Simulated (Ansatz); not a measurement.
# Work function of W(100): what the settings cost and change

How thick a slab and how much vacuum does the work function of W(100) need?

Calculated with Ansatz 0.2.0; plane-wave DFT, PBE, Ansatz PAW.

## Step 1: The starting structure

The cell holds 1 atom: 1 W. Its edges and angles: a = 3.160 Å, b = 3.160 Å, c = 18.000 Å, α = 90.0°, β = 90.0°, γ = 90.0°. Vacuum lies along c.

## Step 2: Run, setting 1 layer

A work function rests on the faint tail of the density, so the SCF threshold is tight. The slab grows from one layer, at fixed mesh and 18 Å of vacuum; then the vacuum is varied on one slab.

input.yaml

```yaml
crystal:
  lattice:
    - [3.16, 0.0, 0.0]
    - [0.0, 3.16, 0.0]
    - [0.0, 0.0, 18.0]
  atoms:
    - { symbol: W, position: [0.5, 0.5, 0.5] }
kpoints:
  mp_grid: { grid: [13, 13, 1] }
hamiltonian:
  xc: pbe
scf:
  occupations: { method: fermi_dirac, width: 0.1 }
  convergence: { dr2_threshold: 1.0e-09 }
efield:
  axis: 3
  dipole_correction: true
  ramp_position: 0.97
  ramp_width: 0.06
output:
  write_potential: true
  write_density: true
  volumetric_format: npy
  elf: true
```

Started as:

```sh
ansatz run input.yaml --threads 2 --pin off --max-ram 3072MiB --backend cpu --events-out ev --progress --plain --runs-dir out
```

Numbers of over 12 decimals in the logs are rounded to 6 here.

What it wrote:

```text
Engine: ansatz 0.2.0, aarch64-unknown-linux-gnu
Pseudopotentials: kind: paw
Pseudopotential: W, paw, valence charge 14, recommended cutoff 420 eV (normal), W.paw.azcp
Functional definition: PBE
  parameter kappa = 0.804
  parameter beta = 0.066725
  exchange = pbe_x(kappa = kappa, mu = beta*pi^2/3)
  correlation = pbe_c(beta = beta)
Crystal: 1 atoms, lattice volume = 179.741 Å³
Basis set: ecut = 420 eV, 3509 PW (Γ)
Bands: 11, of which v1, the nominal top of the filled ones, is band 7 counted from 1 (6 counted from 0)
Symmetry: 8 space group operations
k-points: 28 of 169
Non-local potential: W, projectors of the file, l = 0: 3, l = 1: 2, l = 2: 2, l = 3: 1
PAW form: soft (Blöchl's): semilocal exchange-correlation on the pseudo side does not see the compensation charge
PAW one-centre angular grid: W, 590 points (default); XC on 64 Gauss nodes
Initial density: superposition of atomic densities (neutral atoms: chi_scale 0, normalization atom), corrected by the library's trained network
Initial wavefunctions: pseudopotential atomic-orbital guess
Functional: x = pbe(κ = 0.804, μ = 0.219515), c = pbe(β = 0.066725)
SCF iter   1: F=—  HF=-10378.875893 eV  |F-HF|=—  |Δ(HF+E_count)|=         —  Δρ=3.86e-3  dr2=2.40e-2  ethr=1.77e-3  p=-0.000 e·Å  D=-3.65e-15 V/Å  ΔV_dip=0.00 eV  dr2_dipole=1.94e-11  V_vac-E_F(+/−)=5.17/5.17 eV  ⟨swp⟩=4.8  Hψ=1786  notcnv=0
efield: sawtooth ramp at fractional position 0.9700 (set: `efield.ramp_position`, or a place that a band, a saddle search or an elastic batch's reference lends), width 0.0600; the density the first Hamiltonian is built on has a dipole p = -0.000 e·Å; the dipole correction subtracts the counter field D = -3.65e-15 V/Å, which shifts the + side's vacuum level by +0.00 eV against the − side's; the planar-averaged density in the ramp window peaks in size at 4.5e-6 e/Å³
preconditioner: auto → LDOS  [metal: Δε(μ)=0.030 eV  Ē_g=3.002 eV  σ=0.100 eV  W_gap=0.08  n_scr=10 (ndim 8)  ℏωp=6.8 eV  f_vac=0.716  D(μ)=3.93/eV (n_scr^D=14)  β→1.0]
SCF iter   2: F=—  HF=-10378.875575 eV  |F-HF|=—  |Δ(HF+E_count)|=   3.17e-4  Δρ=8.25e-4  dr2=1.85e-3  ethr=1.71e-4  p=-0.000 e·Å  D=-9.31e-7 V/Å  ΔV_dip=0.00 eV  dr2_dipole=5.58e-11  V_vac-E_F(+/−)=5.06/5.06 eV  ⟨swp⟩=2.2  Hψ=667  notcnv=0
SCF iter   3: F=—  HF=-10378.875850 eV  |F-HF|=—  |Δ(HF+E_count)|=   2.75e-4  Δρ=3.64e-4  dr2=5.51e-4  ethr=1.32e-5  p=0.000 e·Å  D=5.86e-7 V/Å  ΔV_dip=-0.00 eV  dr2_dipole=5.72e-11  V_vac-E_F(+/−)=5.03/5.03 eV  ⟨swp⟩=1.6  Hψ=351  notcnv=0
SCF iter   4: F=—  HF=-10378.875746 eV  |F-HF|=—  |Δ(HF+E_count)|=   1.05e-4  Δρ=1.36e-4  dr2=2.87e-5  ethr=3.94e-6  p=-0.000 e·Å  D=-3.73e-7 V/Å  ΔV_dip=0.00 eV  dr2_dipole=4.08e-11  V_vac-E_F(+/−)=4.99/4.99 eV  ⟨swp⟩=2.4  Hψ=450  notcnv=0
SCF iter   5: F=—  HF=-10378.875745 eV  |F-HF|=—  |Δ(HF+E_count)|=   6.95e-7  Δρ=5.40e-5  dr2=6.64e-6  ethr=2.05e-7  p=0.000 e·Å  D=2.17e-7 V/Å  ΔV_dip=-0.00 eV  dr2_dipole=8.03e-12  V_vac-E_F(+/−)=4.99/4.99 eV  ⟨swp⟩=2.8  Hψ=556  notcnv=0
SCF iter   6: F=—  HF=-10378.875746 eV  |F-HF|=—  |Δ(HF+E_count)|=   6.61e-7  Δρ=9.85e-6  dr2=4.04e-7  ethr=4.74e-8  p=0.000 e·Å  D=1.55e-8 V/Å  ΔV_dip=-0.00 eV  dr2_dipole=5.24e-15  V_vac-E_F(+/−)=4.98/4.98 eV  ⟨swp⟩=1.1  Hψ=314  notcnv=0
SCF iter   7: F=—  HF=-10378.875731 eV  |F-HF|=—  |Δ(HF+E_count)|=   1.47e-5  Δρ=2.90e-6  dr2=1.53e-8  ethr=2.88e-9  p=-0.000 e·Å  D=-3.69e-9 V/Å  ΔV_dip=0.00 eV  dr2_dipole=6.75e-14  V_vac-E_F(+/−)=4.98/4.98 eV  ⟨swp⟩=2.0  Hψ=387  notcnv=0
SCF iter   8: F=-10378.875731 eV  HF=-10378.875731 eV  |F-HF|=3.40e-10  |Δ(HF+E_count)|=   8.11e-9  Δρ=2.87e-7  dr2=2.93e-10  ethr=7.14e-12  p=0.000 e·Å  D=1.76e-8 V/Å  ΔV_dip=-0.00 eV  dr2_dipole=3.72e-14  V_vac-E_F(+/−)=4.98/4.98 eV  ⟨swp⟩=1.5  Hψ=922  notcnv=0
SCF 1 converged in 8 iterations: F = -10378.875731 eV  dr2 = 2.93e-10
  greatest PAW one-centre occupation: 1.000 electrons in one spin orbital (limit 2), on the W atom at site 0 (counted from 0), in its partial waves of l = 0
WARN: The output density's exchange-correlation potential varies sharply where the density is thin. Do not read a vacuum level from v_tot or v_xc, or from such a field of the output density. On a cell that repeats whose density bears no net charge and no dipole along the vacuum's axis use v_es (v_loc + v_h of the components); under efield.dipole_correction with no amplitude use v_es + v_field, which holds any externa [...]
SCF converged after 8 iterations
Free energy (F): -10378.875731 eV
Harris-Foulkes:  -10378.875731 eV  (|F-HF|=3.40e-10)
Internal energy: -10378.746459 eV  (E = F + TS)
E sigma→0 (E₀):  -10378.811095 eV
Entropy (-TS):   -0.129272 eV (-129.272 meV/atom)
Fermi energy:    -2.401947 eV
Dipole field:    D = -0.000000 V/Å  (p = -0.000000 e·Å, saw-weighted, corrected)
Work function:   Φ+ = 4.9825 eV   Φ− = 4.9824 eV
Levels:          The Fermi level and band energies are counted from a zero that moves with the ramp; work functions are not
--- Per-component energies (eV) ---
  E_band       = -419.725871
  E_kinetic    = 435.487463
  E_local      = -5332.374421  (includes V_loc(G=0)·N_el)
  E_nonlocal   = 4.252008
  E_hartree    = 2412.310619
  E_xc         = -257.932203
  E_vxc        = -226.774769  (∫ρ·V_xc dr)
  E_paw        = -8562.563295  (= ΣΔE_a)
  E_vpaw       = -124.936408  (= ΣTr[D̂ρ^β])
  E_aug_tail   = -0.000060  (compensation charges beyond the density's cutoff)
  E_efield     = 0.000000  (sawtooth field / dipole correction)
  E_vefield    = 0.000000  (∫n·V_field dr)
  E_ewald      = 922.073430
  E_smearing   = -0.129272  (= −TS)
  E_closure    = -0.000000  (closes the sum)
  Σ components = -10378.875731   (vs F -10378.875731, Δ=0.00e0)
--- Band table (eV; the first three rows and the last of 28) ---
  k-point 0: bands = [... 3 lower, -40.6867, -6.8700, -4.1501, -2.9437, -1.1576, -1.0415, -1.0415, -0.0226]
  k-point 1: bands = [... 3 lower, -40.6858, -6.7453, -4.0759, -2.9045, -1.6247, -1.0288, -0.5824, -0.1289]
  k-point 2: bands = [... 3 lower, -40.6832, -6.3938, -3.8519, -2.7892, -2.1411, -0.9933, -0.4061, -0.0612]
  k-point 27: bands = [... 3 lower, -40.8636, -4.2738, -2.8523, -2.8287, -1.7518, 0.7019, 1.6115, 2.5475]
```

Run time: 7.5 s. Hardware: 2 threads of Arm Neoverse N1, shared host; peak memory 0.42 GiB; 13 s of CPU time.

The column dr2 measures how far the density is from self-consistency, as an energy; F and HF (Harris–Foulkes) agree once it is small.

This step gave:

* energy at zero smearing: -10378.8111 eV
* work function, upper face: 4.982 eV

Running mean over 1.58 Å of the planar mean; the ramp of the sawtooth is left out. Electron's electrostatic potential energy less the Fermi level against z:

z (Å), electron's electrostatic potential energy less the Fermi level (eV) and a bar from the least value:
```
     2.88        5.0 ##############################
     3.17        5.0 ##############################
     3.60        5.0 ##############################
     3.89        5.0 ##############################
     4.18        5.0 ##############################
     4.46        5.0 ##############################
     4.90        5.0 ##############################
     5.18        5.0 ##############################
     5.47        5.0 ##############################
     5.90        4.9 ##############################
     6.19        4.9 ##############################
     6.48        4.8 ##############################
     6.91        4.4 #############################
     7.20        3.8 ############################
     7.49        2.6 #########################
     7.78        0.4 #####################
     8.21       -4.4 ###########
     8.50       -7.5 ####
     8.78       -9.7 
     9.22       -9.7 
     9.50       -7.5 ####
     9.79       -4.4 ###########
    10.22        0.4 #####################
    10.51        2.6 #########################
    10.80        3.8 ############################
    11.09        4.4 #############################
    11.52        4.8 ##############################
    11.81        4.9 ##############################
    12.10        4.9 ##############################
    12.53        5.0 ##############################
    12.82        5.0 ##############################
    13.10        5.0 ##############################
    13.54        5.0 ##############################
    13.82        5.0 ##############################
    14.11        5.0 ##############################
    14.40        5.0 ##############################
    14.83        5.0 ##############################
    15.12        5.0 ##############################
```

Valence density in the ca plane at fractional y = 0.500, with atoms of W within 0.2 Å of it. It is the smooth field of the valence electrons, not physical close to the nuclei.

Ten steps, logarithmic in the rise over the least value, from '0' (0.0 e/Å³) to '9' (5.0 e/Å³), each cell a mean:
```
00000000000000000012344321000000000000000000
00000000000000000012467532100000000000000000
00000000000000000013799852100000000000000000
00000000000000000024899962100000000000000000
00000000000000000014899962100000000000000000
00000000000000000013588742100000000000000000
00000000000000000012355431000000000000000000
00000000000000000012333321000000000000000000
```
Columns run along c (18.0 Å), rows up along a (3.2 Å). Atoms in or near the plane, at fractional coordinates: W at (0.50, 0.50).

ELF in the ca plane at fractional y = 0.500, with atoms of W within 0.2 Å of it. It is the smooth field of the valence electrons, not physical close to the nuclei.

Ten even steps from '0' (0.00) to '9' (0.70), each cell a mean:
```
00000000000000001356655565420000000000000000
00000000000000001233467533210000000000000000
00000000000000000122699942210000000000000000
00000000000000000112852952110000000000000000
00000000000000000122886942110000000000000000
00000000000000001223599733210000000000000000
00000000000000001245445444310000000000000000
00000000000000001357766776420000000000000000
```
Columns run along c (18.0 Å), rows up along a (3.2 Å). Atoms in or near the plane, at fractional coordinates: W at (0.50, 0.50).

Electrostatic potential energy in the ca plane at fractional y = 0.500, with atoms of W within 0.2 Å of it. With pseudopotentials it is smooth inside the atoms' cores, unlike the true potential.

Ten even steps from '0' (-45 eV) to '9' (3 eV), each cell a mean:
```
99999999999999999999988899999999999999999999
99999999999999999998743689999999999999999999
99999999999999999997300068999999999999999999
99999999999999999986100048999999999999999999
99999999999999999997100048999999999999999999
99999999999999999998510378999999999999999999
99999999999999999999876789999999999999999999
99999999999999999999998999999999999999999999
```
Columns run along c (18.0 Å; values clipped at the 3rd and 97th percentile), rows up along a (3.2 Å). Atoms in or near the plane, at fractional coordinates: W at (0.50, 0.50).

The work function is 4.982 eV.

## Step 3: Slab, 2 atoms

System of this step: W(100). The cell holds 2 atoms: 2 W. Its edges and angles: a = 3.160 Å, b = 3.160 Å, c = 19.580 Å, α = 90.0°, β = 90.0°, γ = 90.0°. Vacuum lies along c.

input.yaml, the sections that differ from step 2:

```yaml
crystal:
  lattice:
    - [3.16, 0.0, 0.0]
    - [0.0, 3.16, 0.0]
    - [0.0, 0.0, 19.58]
  atoms:
    - { symbol: W, position: [0.5, 0.5, 0.4596527068] }
    - { symbol: W, position: [0.0, 0.0, 0.5403472932] }
output:
  write_potential: true
  write_density: true
  volumetric_format: npy
# kpoints, hamiltonian, scf, efield: as in step 2
```

What it wrote:

```text
[...]
Crystal: 2 atoms, lattice volume = 195.518 Å³
Basis set: ecut = 420 eV, 3849 PW (Γ)
Bands: 18, of which v1, the nominal top of the filled ones, is band 14 counted from 1 (13 counted from 0)
Symmetry: 8 space group operations
k-points: 28 of 169
[...]
k-point 0: bands = [... 10 lower, -3.4169, -0.5131, 0.1815, 0.1815, 0.3534, 0.6105, 1.0476, 2.8608]
  k-point 1: bands = [... 10 lower, -3.2934, -0.5869, 0.1484, 0.2892, 0.3487, 0.6230, 0.8403, 2.8092]
  k-point 2: bands = [... 10 lower, -2.8647, -0.6599, -0.0400, 0.0444, 0.4093, 0.7156, 0.8625, 2.6592]
  k-point 27: bands = [... 10 lower, -2.1140, -2.1120, 0.7913, 0.8963, 2.4064, 2.4382, 2.9669, 3.3444]
[key lines of the parts left out:]
SCF converged after 8 iterations
Free energy (F): -20764.749500 eV
Fermi energy:    0.317977 eV
Dipole field:    D = 0.000000 V/Å  (p = 0.000000 e·Å, saw-weighted, corrected)
Work function:   Φ+ = 4.1117 eV   Φ− = 4.1117 eV
```

It took 13 s on 2 threads; peak memory 0.42 GiB.

The work function is 4.112 eV, -0.871 eV from the run “1 layer”, at 1.6 times its CPU time.

## Step 4: Slab, 3 atoms

System of this step: W(100). The cell holds 3 atoms: 3 W. Its edges and angles: a = 3.160 Å, b = 3.160 Å, c = 21.160 Å, α = 90.0°, β = 90.0°, γ = 90.0°. Vacuum lies along c.

input.yaml, the sections that differ from step 3:

```yaml
crystal:
  lattice:
    - [3.16, 0.0, 0.0]
    - [0.0, 3.16, 0.0]
    - [0.0, 0.0, 21.16]
  atoms:
    - { symbol: W, position: [0.0, 0.0, 0.4253308129] }
    - { symbol: W, position: [0.5, 0.5, 0.5] }
    - { symbol: W, position: [0.0, 0.0, 0.5746691871] }
# kpoints, hamiltonian, scf, efield, output: as in step 3
```

What it wrote:

```text
[...]
Crystal: 3 atoms, lattice volume = 211.295 Å³
Basis set: ecut = 420 eV, 4183 PW (Γ)
Bands: 26, of which v1, the nominal top of the filled ones, is band 21 counted from 1 (20 counted from 0)
Symmetry: 8 space group operations
k-points: 28 of 169
[...]
k-point 0: bands = [... 17 lower, 1.0357, 1.0357, 1.5196, 1.6183, 1.6293, 2.1879, 2.1879, 2.6138, ... 1 higher]
  k-point 1: bands = [... 17 lower, 0.9800, 1.1469, 1.2222, 1.2707, 1.6646, 2.2591, 2.4697, 2.9378, ... 1 higher]
  k-point 2: bands = [... 17 lower, 0.7407, 0.7616, 0.8046, 1.3461, 1.8428, 2.5007, 2.7310, 3.2922, ... 1 higher]
  k-point 27: bands = [... 17 lower, -0.2528, -0.2003, 2.8531, 2.9653, 3.5353, 3.7293, 4.0507, 4.3977, ... 1 higher]
[key lines of the parts left out:]
SCF converged after 10 iterations
Free energy (F): -31149.226667 eV
Fermi energy:    1.849826 eV
Dipole field:    D = 0.000000 V/Å  (p = 0.000000 e·Å, saw-weighted, corrected)
Work function:   Φ+ = 4.3468 eV   Φ− = 4.3468 eV
```

The job ended after 22 s (2 threads; peak memory 0.45 GiB).

The work function is 4.347 eV, +0.235 eV from the run “2 layers”, at 1.7 times its CPU time.

## Step 5: Run, 4 atoms

System of this step: W(100). The cell holds 4 atoms: 4 W. Its edges and angles: a = 3.160 Å, b = 3.160 Å, c = 22.740 Å, α = 90.0°, β = 90.0°, γ = 90.0°. Vacuum lies along c.

input.yaml, the sections that differ from step 4:

```yaml
crystal:
  lattice:
    - [3.16, 0.0, 0.0]
    - [0.0, 3.16, 0.0]
    - [0.0, 0.0, 22.74]
  atoms:
    - { symbol: W, position: [0.5, 0.5, 0.3957783641] }
    - { symbol: W, position: [0.0, 0.0, 0.4652594547] }
    - { symbol: W, position: [0.5, 0.5, 0.5347405453] }
    - { symbol: W, position: [0.0, 0.0, 0.6042216359] }
# kpoints, hamiltonian, scf, efield, output: as in step 4
```

What it wrote:

```text
[...]
Crystal: 4 atoms, lattice volume = 227.073 Å³
Basis set: ecut = 420 eV, 4475 PW (Γ)
Bands: 34, of which v1, the nominal top of the filled ones, is band 28 counted from 1 (27 counted from 0)
Symmetry: 8 space group operations
k-points: 28 of 169
[...]
k-point 0: bands = [... 24 lower, 2.4835, 2.9295, 2.9444, 3.1168, 3.1168, 3.2479, 4.4880, 4.6248, ... 2 higher]
  k-point 1: bands = [... 24 lower, 2.4993, 2.7518, 2.8383, 3.1689, 3.3902, 3.4452, 3.9859, 4.7146, ... 2 higher]
  k-point 2: bands = [... 24 lower, 2.1258, 2.5961, 2.8232, 3.4239, 3.5973, 3.6235, 3.7821, 4.9092, ... 2 higher]
  k-point 27: bands = [... 24 lower, 2.0186, 2.0751, 4.8490, 4.9306, 5.3080, 5.3144, 5.5347, 5.7385, ... 2 higher]
[key lines of the parts left out:]
SCF converged after 10 iterations
Free energy (F): -41534.025831 eV
Fermi energy:    3.359550 eV
Dipole field:    D = -0.000000 V/Å  (p = -0.000000 e·Å, saw-weighted, corrected)
Work function:   Φ+ = 4.1751 eV   Φ− = 4.1751 eV
```

It took 31 s on 2 threads; peak memory 0.51 GiB; 52 s of CPU time.

The work function is 4.175 eV, -0.172 eV from the run “3 layers”, at 1.4 times its CPU time.

## Step 6: Run, 5 atoms

System of this step: W(100). The cell holds 5 atoms: 5 W. Its edges and angles: a = 3.160 Å, b = 3.160 Å, c = 24.320 Å, α = 90.0°, β = 90.0°, γ = 90.0°. Vacuum lies along c.

input.yaml, the sections that differ from step 5:

```yaml
crystal:
  lattice:
    - [3.16, 0.0, 0.0]
    - [0.0, 3.16, 0.0]
    - [0.0, 0.0, 24.32]
  atoms:
    - { symbol: W, position: [0.0, 0.0, 0.3700657895] }
    - { symbol: W, position: [0.5, 0.5, 0.4350328947] }
    - { symbol: W, position: [0.0, 0.0, 0.5] }
    - { symbol: W, position: [0.5, 0.5, 0.5649671053] }
    - { symbol: W, position: [0.0, 0.0, 0.6299342105] }
# kpoints, hamiltonian, scf, efield, output: as in step 5
```

What it wrote:

```text
[...]
Crystal: 5 atoms, lattice volume = 242.850 Å³
Basis set: ecut = 420 eV, 4785 PW (Γ)
Bands: 42, of which v1, the nominal top of the filled ones, is band 35 counted from 1 (34 counted from 0)
Symmetry: 8 space group operations
k-points: 28 of 169
[...]
k-point 0: bands = [... 31 lower, 3.9052, 3.9052, 4.2428, 4.3184, 4.3714, 4.7435, 4.7435, 4.9898, ... 3 higher]
  k-point 1: bands = [... 31 lower, 3.9843, 4.0120, 4.2055, 4.3557, 4.4124, 4.4734, 5.1426, 5.4304, ... 3 higher]
  k-point 2: bands = [... 31 lower, 3.8114, 3.9277, 4.1092, 4.1580, 4.6844, 4.8349, 5.4755, 5.6996, ... 3 higher]
  k-point 27: bands = [... 31 lower, 3.5856, 3.6499, 6.2300, 6.2655, 6.3648, 6.5730, 6.5917, 6.7335, ... 3 higher]
[key lines of the parts left out:]
SCF converged after 10 iterations
Free energy (F): -51918.920654 eV
Fermi energy:    4.600786 eV
Dipole field:    D = -0.000002 V/Å  (p = -0.000003 e·Å, saw-weighted, corrected)
Work function:   Φ+ = 4.2329 eV   Φ− = 4.2329 eV
```

Elapsed: 45 s, on 2 threads; peak memory 0.59 GiB; 75 s of CPU time.

The work function is 4.233 eV, +0.058 eV from the run “4 layers”, at 1.4 times its CPU time.

## Step 7: Slab, 6 atoms

System of this step: W(100). The cell holds 6 atoms: 6 W. Cell: a = 3.160 Å, b = 3.160 Å, c = 25.900 Å, α = 90.0°, β = 90.0°, γ = 90.0°. Vacuum lies along c.

input.yaml, the sections that differ from step 6:

```yaml
crystal:
  lattice:
    - [3.16, 0.0, 0.0]
    - [0.0, 3.16, 0.0]
    - [0.0, 0.0, 25.9]
  atoms:
    - { symbol: W, position: [0.5, 0.5, 0.3474903475] }
    - { symbol: W, position: [0.0, 0.0, 0.4084942085] }
    - { symbol: W, position: [0.5, 0.5, 0.4694980695] }
    - { symbol: W, position: [0.0, 0.0, 0.5305019305] }
    - { symbol: W, position: [0.5, 0.5, 0.5915057915] }
    - { symbol: W, position: [0.0, 0.0, 0.6525096525] }
# kpoints, hamiltonian, scf, efield, output: as in step 6
```

What it wrote:

```text
[...]
Crystal: 6 atoms, lattice volume = 258.627 Å³
Basis set: ecut = 420 eV, 5103 PW (Γ)
Bands: 51, of which v1, the nominal top of the filled ones, is band 42 counted from 1 (41 counted from 0)
Symmetry: 8 space group operations
k-points: 28 of 169
[...]
k-point 0: bands = [... 38 lower, 4.8825, 5.3833, 5.3833, 5.4004, 5.4388, 5.6994, 5.9902, 6.3880, ... 5 higher]
  k-point 1: bands = [... 38 lower, 5.0734, 5.0773, 5.1699, 5.3315, 5.6753, 6.0243, 6.0619, 6.2297, ... 5 higher]
  k-point 2: bands = [... 38 lower, 4.8922, 4.9280, 5.0628, 5.6789, 5.9002, 6.0243, 6.1633, 6.6093, ... 5 higher]
  k-point 27: bands = [... 38 lower, 5.0721, 5.1286, 7.4597, 7.4773, 7.5908, 7.6036, 7.6612, 7.7911, ... 5 higher]
[key lines of the parts left out:]
SCF converged after 10 iterations
Free energy (F): -62303.752203 eV
Fermi energy:    5.698653 eV
Dipole field:    D = 0.000001 V/Å  (p = 0.000002 e·Å, saw-weighted, corrected)
Work function:   Φ+ = 4.2163 eV   Φ− = 4.2163 eV
```

It took 58 s on 2 threads; peak memory 0.66 GiB.

The work function is 4.216 eV, -0.017 eV from the run “5 layers”, at 1.3 times its CPU time.

(Continued in part 2 of 2.)

[Logs are printed without paths, hosts, clocks, repeated set-up lines and the standing remarks that a program may print on its own settings, such as how far it seeks lower states.]

[Hosts, paths, dates, database ids (printed as entryN), source tags and the programs' standing remarks are cut or masked in the printed files.]

[Maps of the electrostatic potential energy from Ansatz leave out the sawtooth potential of an applied field or a dipole correction, so their vacuum need not be flat; planar profiles and work functions include it.]
